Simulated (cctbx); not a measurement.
# Symmetry from intensities

Cell: a = 10.3810 Å, b = 10.3810 Å, c = 10.3810 Å, α = 90.00°, β = 90.00°, γ = 90.00°. Expected content of the cell: Pd48 V48 B8.

Simulated single-crystal data (cctbx): synchrotron X-rays, λ = 0.4959 Å, to d = 0.75 Å, 70 % of the full sphere, strongest reflection 20000 counts, noise from counting, a 4 % proportional error and a noise floor of 2 counts (s.d.); no absorption.

Tests on the unmerged data give:

```text
7722 reflections to d = 0.753 A
centring   violations  <I/sigma> of those
    A          0 of  3844      0.0
    B          0 of  3911     -0.0
    C          0 of  3885     -0.0
    I        924 of  3930      4.0
    R       1068 of  5157      3.7
    F          0 of  5820     -0.0
Laue class    unique    Rint  (classes that these axes allow; Friedel mates merged)
F m m m           398   0.033
F m -3            138   0.036
F m -3 m           98   0.036
space group    extra absences  I>4sigma  <I/sigma>
F 4 3 2                 0          0         -  acentric
F 41 3 2               15          0       0.0  acentric
F -4 3 m                0          0         -  acentric
F m -3 m                0          0         -  centric
F d -3 m :1           149          0       0.0  centric
F d -3 m :2           149          0       0.0  centric
Wilson B = 0.65 A^2   <|E^2-1|> = 0.758 (0.968 centric, 0.736 acentric)   E^2>4: 0.0 %
shell (A)         n   <I/sigma>
 5.99 - 1.51     18     51.9
 1.51 - 1.20     13     53.5
 1.20 - 1.05     10     74.1
 1.05 - 0.96     14     52.9
 0.96 - 0.89     11     67.9
 0.89 - 0.84     10     64.8
 0.84 - 0.79     12     53.3
 0.79 - 0.76     10     74.7
```

Q: Read the symmetry from these tables.

The reflections that A, B, C and F centring forbids are absent (⟨I/σ⟩ near 0), so the lattice is F. F holds A, B and C together.

Rint stays low (0.033 to 0.036) up to F m -3 m, the highest class in these axes.

6 settings pass the absence test. The most absences obeyed, 149, belong to F d -3 m alone.

⟨|E²−1|⟩ = 0.758 leans to a non-centrosymmetric structure. Here that hint misleads: the statistic assumes many like atoms on general positions, and few, heavy or special-position atoms break it. The Wilson B of 0.65 Å² means U ≈ 0.0082 Å².

The true group is Fd-3m (no. 227, origin choice 1), Laue class m-3m, centrosymmetric. The tables fix it.

The model is made up (kin elements in a known structure type, no relaxation), so it says nothing on whether the phase exists.

[Logs are printed without paths, hosts, clocks, repeated set-up lines and the standing remarks that a program may print on its own settings, such as how far it seeks lower states.]
